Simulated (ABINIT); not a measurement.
## BiH3 (Pm-3m): phonons by linear response

How does BiH3 (Pm-3m) vibrate, and is this structure a minimum?

Program: ABINIT 10.8.3. Level of theory: DFT PBEsol, scalar-relativistic, plane waves, PseudoDojo norm-conserving pseudopotentials. Results are calculated unless marked as measured.

The structure was built from a prototype and need not be the compound's stable phase.

## 1. The structure

Symmetry: Pm-3m, No. 221, cubic system. Conventional cell: a = 4.714 Å, b = 4.714 Å, c = 4.714 Å, α = 90.00°, β = 90.00°, γ = 90.00°. Nearest to Bi lie 6 H at 2.36 Å. Nearest to H lie 2 Bi at 2.36 Å. Farther neighbours are not listed.

Structure file:

```cif
data_structure
_symmetry_space_group_name_H-M 'Pm-3m'
_symmetry_Int_Tables_number 221
_cell_length_a 4.7142
_cell_length_b 4.7142
_cell_length_c 4.7142
_cell_angle_alpha 90.000
_cell_angle_beta 90.000
_cell_angle_gamma 90.000
_cell_volume 104.77
loop_
_atom_site_label
_atom_site_type_symbol
_atom_site_symmetry_multiplicity
_atom_site_Wyckoff_symbol
_atom_site_fract_x
_atom_site_fract_y
_atom_site_fract_z
_atom_site_occupancy
Bi1 Bi 1 a 0.00000 0.00000 0.00000 1
H1 H 3 d 0.50000 0.00000 0.00000 1
```

## 2. A probe with smearing

A first run with smearing and empty bands tells whether the crystal has a gap, which decides between fixed occupations and smearing later on.

probe.abi reads:

```
# ground state
tolvrs 1.0d-08
prtden 1
prtwf 1

# basis, mesh and filling
ecut 32.0
ngkpt 4 4 4
nshiftk 1
shiftk 0.0 0.0 0.0
istwfk *1
occopt 7
tsmear 0.005
nband 15
nstep 100
diemac 9.0
prtebands 0
prtgsr 0
useylm 1

# cell and atoms
acell 3*1.0 Angstrom
rprim 
    4.7142 0.0 0.0
    0.0 4.7142 0.0
    0.0 0.0 4.7142
ntypat 2
znucl 83 1
natom 4
typat 1 2 2 2
xred 
    0.0 0.0 0.0
    0.5 0.0 0.0
    0.0 0.5 0.0
    0.0 0.0 0.5
pp_dirpath "./pseudo"
pseudos "Bi.upf, H.upf"
```

Launch:

```bash
$ OMP_NUM_THREADS=1 mpirun -n 4 abinit probe.abi > probe.log
```

Numbers of over 12 decimals in the logs are rounded to 6 here.

probe.abo, the main output file:

```text
[banners, grids, parts of the stress and lines that vanish by symmetry left out]
- input  file    -> probe.abi
- output file    -> probe.abo
- root for input  files -> probei
[...]
Symmetries : space group Pm -3 m (#221); Bravais cP (primitive cubic)
[...]
mpw =        6152          nfft =      110592          nkpt =          10
[...]
== DATASET  1 ==================================================================
[...]
cutoff_energies: {ecut:  32.0, pawecutdg:  -1.0, }
[...]
ETOT  1  -83.386167764273    -8.339E+01 5.048E-01 1.393E+02
 ETOT  2  -83.526862750596    -1.407E-01 7.655E-03 2.020E+01
 ETOT  3  -83.532760186401    -5.897E-03 2.419E-04 3.225E+00
 ETOT  4  -83.533061516056    -3.013E-04 3.609E-04 3.073E-01
 ETOT  5  -83.533102832797    -4.132E-05 3.129E-05 7.257E-02
[...]
ETOT  9  -83.533105877785     7.716E-12 3.163E-06 4.292E-07
 ETOT 10  -83.533105877847    -6.185E-11 8.282E-07 2.597E-09
 At SCF step   10       vres2   =  2.60E-09 < tolvrs=  1.00E-08 =>converged.
[...]
sigma(1 1)=  2.11204257E-04  sigma(3 2)=  0.00000000E+00
  sigma(2 2)=  2.11204257E-04  sigma(3 1)=  0.00000000E+00
  sigma(3 3)=  2.11204257E-04  sigma(2 1)=  0.00000000E+00
[...]
convergence: {deltae: -6.185E-11, res2:  2.597E-09, residm:  8.282E-07, diffor: null, }
etotal    :  -8.35331059E+01
[...]
sigma(1 1)=  2.11204257E-04  sigma(3 2)=  0.00000000E+00
  sigma(2 2)=  2.11204257E-04  sigma(3 1)=  0.00000000E+00
  sigma(3 3)=  2.11204257E-04  sigma(2 1)=  0.00000000E+00
[...]
- sigma(1 1)=  6.21384377E+00  sigma(3 2)=  0.00000000E+00
- sigma(2 2)=  6.21384377E+00  sigma(3 1)=  0.00000000E+00
- sigma(3 3)=  6.21384377E+00  sigma(2 1)=  0.00000000E+00
[...]
fcart     -0.0000000000E+00 -0.0000000000E+00 -0.0000000000E+00
           strten      2.1120425696E-04  2.1120425696E-04  2.1120425696E-04
================================================================================

[key lines of the parts left out:]
pressure_GPa:  -6.2138E+00
```

The job ended after 7.7 s (4 MPI ranks of Arm Neoverse V2, shared host; 30 s of CPU time).

Read from the output:

```
volume per atom   : 26.19 Å³
pressure          : -6.214 GPa
gap on the k-mesh : 0 eV
```

No gap opens on this mesh, so smearing is kept; the printed pressure holds the stress of the finite basis too.

## 3. Rough relaxation

The typed start is rough, so a first relaxation with smearing and loose thresholds takes it towards rest cheaply.

prerelax.abi reads:

```
# relaxation
ionmov 2
optcell 2
dilatmx 1.15
chkdilatmx 0
ntime 40
tolmxf 3.0d-04
tolvrs 1.0d-10
prtwf 0
prtden 0
chksymtnons 0

# basis, mesh and filling
ecut 32.0
ecutsm 3.0
ngkpt 4 4 4
nshiftk 1
shiftk 0.0 0.0 0.0
istwfk *1
occopt 7
tsmear 0.005
nband 15
nstep 100
diemac 1000000.0
prtebands 0
prtgsr 0
useylm 1

# cell and atoms
acell 3*1.0 Angstrom
rprim 
    4.7142 0.0 0.0
    0.0 4.7142 0.0
    0.0 0.0 4.7142
ntypat 2
znucl 83 1
natom 4
typat 1 2 2 2
xred 
    0.0 0.0 0.0
    0.5 0.0 0.0
    0.0 0.5 0.0
    0.0 0.0 0.5
pp_dirpath "./pseudo"
pseudos "Bi.upf, H.upf"
```

Launch:

```bash
$ OMP_NUM_THREADS=1 mpirun -n 4 abinit prerelax.abi > prerelax.log
```

prerelax.abo, the main output file:

```text
[banners, grids, parts of the stress and lines that vanish by symmetry left out]
- input  file    -> prerelax.abi
- output file    -> prerelax.abo
- root for input  files -> prerelaxi
[...]
Symmetries : space group Pm -3 m (#221); Bravais cP (primitive cubic)
[...]
mpw =        9332          nfft =      157464          nkpt =          10
[...]
== DATASET  1 ==================================================================
[...]
cutoff_energies: {ecut:  32.0, pawecutdg:  -1.0, }
[...]
ETOT  1  -83.383741656533    -8.338E+01 3.811E-01 1.962E+02
 ETOT  2  -83.529196346015    -1.455E-01 2.017E-03 1.803E+01
 ETOT  3  -83.532726659403    -3.530E-03 2.431E-04 4.340E+00
 ETOT  4  -83.532857427080    -1.308E-04 5.314E-04 7.725E-01
 ETOT  5  -83.532926022357    -6.860E-05 3.806E-05 3.788E-01
[...]
At SCF step   12       vres2   =  1.09E-11 < tolvrs=  1.00E-10 =>converged.
[...]
ETOT 10  -83.561843117521     3.382E-12 2.574E-13 3.527E-11
 At SCF step   10       vres2   =  3.53E-11 < tolvrs=  1.00E-10 =>converged.
[...]
sigma(1 1)= -2.47714186E-06  sigma(3 2)=  0.00000000E+00
  sigma(2 2)= -2.47714186E-06  sigma(3 1)=  0.00000000E+00
  sigma(3 3)= -2.47714186E-06  sigma(2 1)=  0.00000000E+00
[...]
convergence: {deltae:  3.382E-12, res2:  3.527E-11, residm:  2.574E-13, diffor: null, }
etotal    :  -8.35618431E+01
[...]
At Broyd/MD step   6, gradients are converged :
[...]
sigma(1 1)= -2.47714186E-06  sigma(3 2)=  0.00000000E+00
  sigma(2 2)= -2.47714186E-06  sigma(3 1)=  0.00000000E+00
  sigma(3 3)= -2.47714186E-06  sigma(2 1)=  0.00000000E+00
[...]
- sigma(1 1)= -7.28800297E-02  sigma(3 2)=  0.00000000E+00
- sigma(2 2)= -7.28800297E-02  sigma(3 1)=  0.00000000E+00
- sigma(3 3)= -7.28800297E-02  sigma(2 1)=  0.00000000E+00
[...]
fcart     -0.0000000000E+00 -0.0000000000E+00 -0.0000000000E+00
           strten     -2.4771418610E-06 -2.4771418610E-06 -2.4771418610E-06
================================================================================

[key lines of the parts left out:]
pressure_GPa:   7.2880E-02
Total energy (etotal) [Ha]= -8.35618431175209E+01
```

Elapsed: 70 s, on 4 MPI ranks.

Step by step:

```csv
step,energy less that of the first step (eV),largest force (eV/Å),volume (Å³)
1,0.0000,0.0000,104.77
2,-0.0743,0.0000,102.81
3,-0.5244,0.0000,62.33
4,-0.7447,0.0000,79.28
5,-0.7847,0.0000,74.78
6,-0.7865,0.0000,73.51
```

```csv
"conventional cell, symmetrised",before,after,change
a (Å),4.714,4.189,-11.1 %
b (Å),4.714,4.189,-11.1 %
c (Å),4.714,4.189,-11.1 %
volume (Å³/atom),26.19,18.38,-29.8 %
```

The relaxed structure:

```
Bi H
1.0
     4.18896    0.00000    0.00000
     0.00000    4.18896    0.00000
     0.00000    0.00000    4.18896
Bi H
1 3
Direct
  0.00000 0.00000 0.00000
  0.50000 0.00000 0.00000
  0.00000 0.50000 0.00000
  0.00000 0.00000 0.50000
```

Read from the output:

```
volume per atom : 18.38 Å³
pressure        : 0.07288 GPa
```

The volume changes by -29.8 % in this run and stands -29.8 % from the first cell.

## 4. Rough relaxation

The cell changed much, so the rough relaxation is repeated on a basis made for the new cell.

Changes to prerelax.abi since step 3:

```diff
@@ -31,5 +31,5 @@
 rprim 
-    4.7142 0.0 0.0
-    0.0 4.7142 0.0
-    0.0 0.0 4.7142
+    4.18896443 0.0 0.0
+    0.0 4.18896443 0.0
+    0.0 0.0 4.18896443
 ntypat 2
```

prerelax.abo, the main output file:

```text
[banners, grids, parts of the stress and lines that vanish by symmetry left out]
- input  file    -> prerelax.abi
- output file    -> prerelax.abo
- root for input  files -> prerelaxi
[...]
Symmetries : space group Pm -3 m (#221); Bravais cP (primitive cubic)
[...]
mpw =        6619          nfft =      110592          nkpt =          10
[...]
== DATASET  1 ==================================================================
[...]
cutoff_energies: {ecut:  32.0, pawecutdg:  -1.0, }
[...]
ETOT  1  -83.476812041246    -8.348E+01 1.578E-01 7.233E+01
 ETOT  2  -83.561143873746    -8.433E-02 4.947E-04 5.125E+00
 ETOT  3  -83.561832898646    -6.890E-04 4.508E-04 8.913E-01
 ETOT  4  -83.561839172853    -6.274E-06 1.045E-04 1.984E-01
 ETOT  5  -83.561842429206    -3.256E-06 6.087E-05 2.414E-02
[...]
ETOT 10  -83.561843117506    -1.137E-13 8.481E-07 5.363E-10
 ETOT 11  -83.561843117502     3.695E-12 1.172E-06 3.599E-12
 At SCF step   11       vres2   =  3.60E-12 < tolvrs=  1.00E-10 =>converged.
[...]
sigma(1 1)= -2.47709295E-06  sigma(3 2)=  0.00000000E+00
  sigma(2 2)= -2.47709295E-06  sigma(3 1)=  0.00000000E+00
  sigma(3 3)= -2.47709295E-06  sigma(2 1)=  0.00000000E+00
[...]
convergence: {deltae:  3.695E-12, res2:  3.599E-12, residm:  1.172E-06, diffor: null, }
etotal    :  -8.35618431E+01
[...]
At Broyd/MD step   1, gradients are converged :
[...]
sigma(1 1)= -2.47709295E-06  sigma(3 2)=  0.00000000E+00
  sigma(2 2)= -2.47709295E-06  sigma(3 1)=  0.00000000E+00
  sigma(3 3)= -2.47709295E-06  sigma(2 1)=  0.00000000E+00
[...]
- sigma(1 1)= -7.28785907E-02  sigma(3 2)=  0.00000000E+00
- sigma(2 2)= -7.28785907E-02  sigma(3 1)=  0.00000000E+00
- sigma(3 3)= -7.28785907E-02  sigma(2 1)=  0.00000000E+00
[...]
fcart     -0.0000000000E+00 -0.0000000000E+00 -0.0000000000E+00
           strten     -2.4770929483E-06 -2.4770929483E-06 -2.4770929483E-06
================================================================================

[key lines of the parts left out:]
pressure_GPa:   7.2879E-02
Total energy (etotal) [Ha]= -8.35618431175021E+01
```

The job ended after 8.4 s (4 MPI ranks).

Little changed from the start: no atom moved by 0.005 Å and no cell edge by 0.1 %.

The volume changes by +0.0 % in this run and stands -29.8 % from the first cell.

## 5. Relaxation

The harmonic expansion needs vanishing forces, and a free crystal bears no stress, so cell and atoms are brought to rest. Stress is more sensitive to the basis than forces are: the last 3 Ha under the cutoff are smoothed with ecutsm, and the cutoff is raised above that of the later runs.

relax.abi reads:

```
# relaxation
ionmov 2
optcell 2
dilatmx 1.08
ntime 40
tolmxf 1.0d-05
tolvrs 1.0d-14
prtwf 0
prtden 0
chksymtnons 0

# basis, mesh and filling
ecut 40.0
ecutsm 3.0
ngkpt 6 6 6
nshiftk 1
shiftk 0.0 0.0 0.0
istwfk *1
occopt 7
tsmear 0.01
nband 15
nstep 100
diemac 1000000.0
prtebands 0
prtgsr 0
useylm 1

# cell and atoms
acell 3*1.0 Angstrom
rprim 
    4.188964433 0.0 0.0
    0.0 4.188964433 0.0
    0.0 0.0 4.188964433
ntypat 2
znucl 83 1
natom 4
typat 1 2 2 2
xred 
    0.0 0.0 0.0
    0.5 0.0 0.0
    0.0 0.5 0.0
    0.0 0.0 0.5
pp_dirpath "./pseudo"
pseudos "Bi.upf, H.upf"
```

Launch:

```bash
$ OMP_NUM_THREADS=1 mpirun -n 4 abinit relax.abi > relax.log
```

relax.abo, the main output file:

```text
[banners, grids, parts of the stress and lines that vanish by symmetry left out]
- input  file    -> relax.abi
- output file    -> relax.abo
- root for input  files -> relaxi
[...]
Symmetries : space group Pm -3 m (#221); Bravais cP (primitive cubic)
[...]
mpw =        7583          nfft =      125000          nkpt =          20
[...]
== DATASET  1 ==================================================================
[...]
cutoff_energies: {ecut:  40.0, pawecutdg:  -1.0, }
[...]
ETOT  1  -83.473845295523    -8.347E+01 2.497E-01 6.945E+01
 ETOT  2  -83.576254121598    -1.024E-01 7.859E-03 3.738E+00
 ETOT  3  -83.576972749337    -7.186E-04 5.075E-04 4.203E-01
 ETOT  4  -83.576975088087    -2.339E-06 3.015E-04 1.266E-01
 ETOT  5  -83.576976643102    -1.555E-06 2.584E-04 1.353E-02
[...]
At SCF step   13       vres2   =  2.30E-16 < tolvrs=  1.00E-14 =>converged.
[...]
sigma(1 1)=  1.23733995E-05  sigma(3 2)=  0.00000000E+00
  sigma(2 2)=  1.23733995E-05  sigma(3 1)=  0.00000000E+00
  sigma(3 3)=  1.23733995E-05  sigma(2 1)=  0.00000000E+00
[...]
convergence: {deltae: -7.958E-13, res2:  2.296E-16, residm:  1.992E-05, diffor: null, }
etotal    :  -8.35769769E+01
[...]
ETOT  1  -83.576965793896    -8.358E+01 1.343E-05 2.823E-01
[...]
At SCF step   11       vres2   =  1.52E-15 < tolvrs=  1.00E-14 =>converged.
[...]
sigma(1 1)=  1.10256108E-05  sigma(3 2)=  0.00000000E+00
  sigma(2 2)=  1.10256108E-05  sigma(3 1)=  0.00000000E+00
  sigma(3 3)=  1.10256108E-05  sigma(2 1)=  0.00000000E+00
[...]
convergence: {deltae:  2.387E-12, res2:  1.517E-15, residm:  1.349E-06, diffor: null, }
etotal    :  -8.35769834E+01
[...]
ETOT  1  -83.575852284537    -8.358E+01 6.975E-06 1.858E+01
[...]
At SCF step   12       vres2   =  2.10E-15 < tolvrs=  1.00E-14 =>converged.
[...]
sigma(1 1)= -1.26777745E-07  sigma(3 2)=  0.00000000E+00
  sigma(2 2)= -1.26777745E-07  sigma(3 1)=  0.00000000E+00
  sigma(3 3)= -1.26777745E-07  sigma(2 1)=  0.00000000E+00
[...]
convergence: {deltae: -1.236E-12, res2:  2.104E-15, residm:  3.668E-08, diffor: null, }
etotal    :  -8.35770078E+01
[...]
ETOT  1  -83.577007687788    -8.358E+01 3.042E-08 2.356E-03
[...]
ETOT  9  -83.577007833460    -9.820E-12 2.878E-09 4.664E-14
 ETOT 10  -83.577007833455     5.045E-12 7.380E-09 9.008E-16
 At SCF step   10       vres2   =  9.01E-16 < tolvrs=  1.00E-14 =>converged.
[...]
sigma(1 1)=  1.26302055E-09  sigma(3 2)=  0.00000000E+00
  sigma(2 2)=  1.26302055E-09  sigma(3 1)=  0.00000000E+00
  sigma(3 3)=  1.26302054E-09  sigma(2 1)=  0.00000000E+00
[...]
convergence: {deltae:  5.045E-12, res2:  9.008E-16, residm:  7.380E-09, diffor: null, }
etotal    :  -8.35770078E+01
[...]
At Broyd/MD step   4, gradients are converged :
[...]
sigma(1 1)=  1.26302055E-09  sigma(3 2)=  0.00000000E+00
  sigma(2 2)=  1.26302055E-09  sigma(3 1)=  0.00000000E+00
  sigma(3 3)=  1.26302054E-09  sigma(2 1)=  0.00000000E+00
[...]
- sigma(1 1)=  3.71593474E-05  sigma(3 2)=  0.00000000E+00
- sigma(2 2)=  3.71593474E-05  sigma(3 1)=  0.00000000E+00
- sigma(3 3)=  3.71593473E-05  sigma(2 1)=  0.00000000E+00
[...]
fcart     -0.0000000000E+00 -0.0000000000E+00 -0.0000000000E+00
           strten      1.2630205458E-09  1.2630205458E-09  1.2630205445E-09
================================================================================

[key lines of the parts left out:]
pressure_GPa:  -3.7159E-05
Total energy (etotal) [Ha]= -8.35770078334550E+01
```

It took 62 s on 4 MPI ranks.

The steps of the relaxation:

| step | energy less that of the first step (eV) | largest force (eV/Å) | volume (Å³) |
| --- | --- | --- | --- |
| 1 | 0.0000 | 0.0000 | 73.51 |
| 2 | -0.0002 | 0.0000 | 73.42 |
| 3 | -0.0008 | 0.0000 | 72.76 |
| 4 | -0.0008 | 0.0000 | 72.77 |

```
conventional cell, symmetrised  before  after  change
                         a (Å)   4.189  4.175  -0.3 %
                         b (Å)   4.189  4.175  -0.3 %
                         c (Å)   4.189  4.175  -0.3 %
              volume (Å³/atom)   18.38  18.19  -1.0 %
```

Final coordinates:

```cif
data_structure
_symmetry_space_group_name_H-M 'P 1'
_symmetry_Int_Tables_number 1
_cell_length_a 4.1750
_cell_length_b 4.1750
_cell_length_c 4.1750
_cell_angle_alpha 90.000
_cell_angle_beta 90.000
_cell_angle_gamma 90.000
_cell_volume 72.77
loop_
_atom_site_label
_atom_site_type_symbol
_atom_site_fract_x
_atom_site_fract_y
_atom_site_fract_z
_atom_site_occupancy
Bi1 Bi 0.00000 0.00000 0.00000 1
H2 H 0.50000 0.00000 0.00000 1
H3 H 0.00000 0.50000 0.00000 1
H4 H 0.00000 0.00000 0.50000 1
```

This step gave:

```yaml
volume_per_atom: 18.19 Å³
pressure: -3.72e-5 GPa
```

The volume changes by -1.0 % in this run and stands -30.5 % from the first cell.

## 6. Ground state

The response is built on these wavefunctions, so the potential is converged far more tightly than an energy would need. Smearing stays on, as the first look found no gap above 0.3 eV.

gs.abi reads:

```
# ground state
tolvrs 1.0d-16
prtden 1
prtwf 1

# basis, mesh and filling
ecut 32.0
ngkpt 6 6 6
nshiftk 1
shiftk 0.0 0.0 0.0
istwfk *1
occopt 7
tsmear 0.01
nband 15
nstep 100
diemac 1000000.0
prtebands 0
prtgsr 0
useylm 1

# cell and atoms
acell 3*1.0 Angstrom
rprim 
    4.174959859 0.0 0.0
    0.0 4.174959859 0.0
    0.0 0.0 4.174959859
ntypat 2
znucl 83 1
natom 4
typat 1 2 2 2
xred 
    0.0 0.0 0.0
    0.5 0.0 0.0
    0.0 0.5 0.0
    0.0 0.0 0.5
pp_dirpath "./pseudo"
pseudos "Bi.upf, H.upf"
```

Launch:

```bash
$ OMP_NUM_THREADS=1 mpirun -n 4 abinit gs.abi > gs.log
```

gs.abo, the main output file:

```text
[banners, grids, parts of the stress and lines that vanish by symmetry left out]
- input  file    -> gs.abi
- output file    -> gs.abo
- root for input  files -> gsi
[...]
Symmetries : space group Pm -3 m (#221); Bravais cP (primitive cubic)
[...]
mpw =        4272          nfft =       91125          nkpt =          20
[...]
== DATASET  1 ==================================================================
[...]
cutoff_energies: {ecut:  32.0, pawecutdg:  -1.0, }
[...]
ETOT  1  -83.510613755400    -8.351E+01 1.623E-01 5.173E+01
 ETOT  2  -83.576181252862    -6.557E-02 3.805E-03 2.706E+00
 ETOT  3  -83.576851322331    -6.701E-04 6.676E-04 2.997E-01
 ETOT  4  -83.576853314618    -1.992E-06 9.105E-05 7.482E-02
 ETOT  5  -83.576854532916    -1.218E-06 4.050E-05 8.134E-03
[...]
ETOT 12  -83.576854739678    -4.533E-12 2.283E-05 8.601E-15
 ETOT 13  -83.576854739663     1.442E-11 1.586E-05 9.765E-17
 At SCF step   13       vres2   =  9.77E-17 < tolvrs=  1.00E-16 =>converged.
[...]
sigma(1 1)=  3.34075438E-06  sigma(3 2)=  0.00000000E+00
  sigma(2 2)=  3.34075438E-06  sigma(3 1)=  0.00000000E+00
  sigma(3 3)=  3.34075438E-06  sigma(2 1)=  0.00000000E+00
[...]
convergence: {deltae:  1.442E-11, res2:  9.765E-17, residm:  1.586E-05, diffor: null, }
etotal    :  -8.35768547E+01
[...]
sigma(1 1)=  3.34075438E-06  sigma(3 2)=  0.00000000E+00
  sigma(2 2)=  3.34075438E-06  sigma(3 1)=  0.00000000E+00
  sigma(3 3)=  3.34075438E-06  sigma(2 1)=  0.00000000E+00
[...]
- sigma(1 1)=  9.82883873E-02  sigma(3 2)=  0.00000000E+00
- sigma(2 2)=  9.82883873E-02  sigma(3 1)=  0.00000000E+00
- sigma(3 3)=  9.82883873E-02  sigma(2 1)=  0.00000000E+00
[...]
fcart     -0.0000000000E+00 -0.0000000000E+00 -0.0000000000E+00
           strten      3.3407543809E-06  3.3407543809E-06  3.3407543809E-06
================================================================================

[key lines of the parts left out:]
pressure_GPa:  -9.8288E-02
```

It took 13 s on 4 MPI ranks.

Read from the output:

| Quantity | Value |
| --- | --- |
| pressure | -0.09829 GPa |

The cell stands at -0.098 GPa, close enough for phonons.

(Continued in part 2 of 4.)

[Host names and launcher messages were left out of these logs when they were recorded.]

[Logs are printed without paths, hosts, clocks, repeated set-up lines and the standing remarks that a program may print on its own settings, such as how far it seeks lower states.]

[Hosts, paths, dates, database ids (printed as entryN), source tags and the programs' standing remarks are cut or masked in the printed files.]
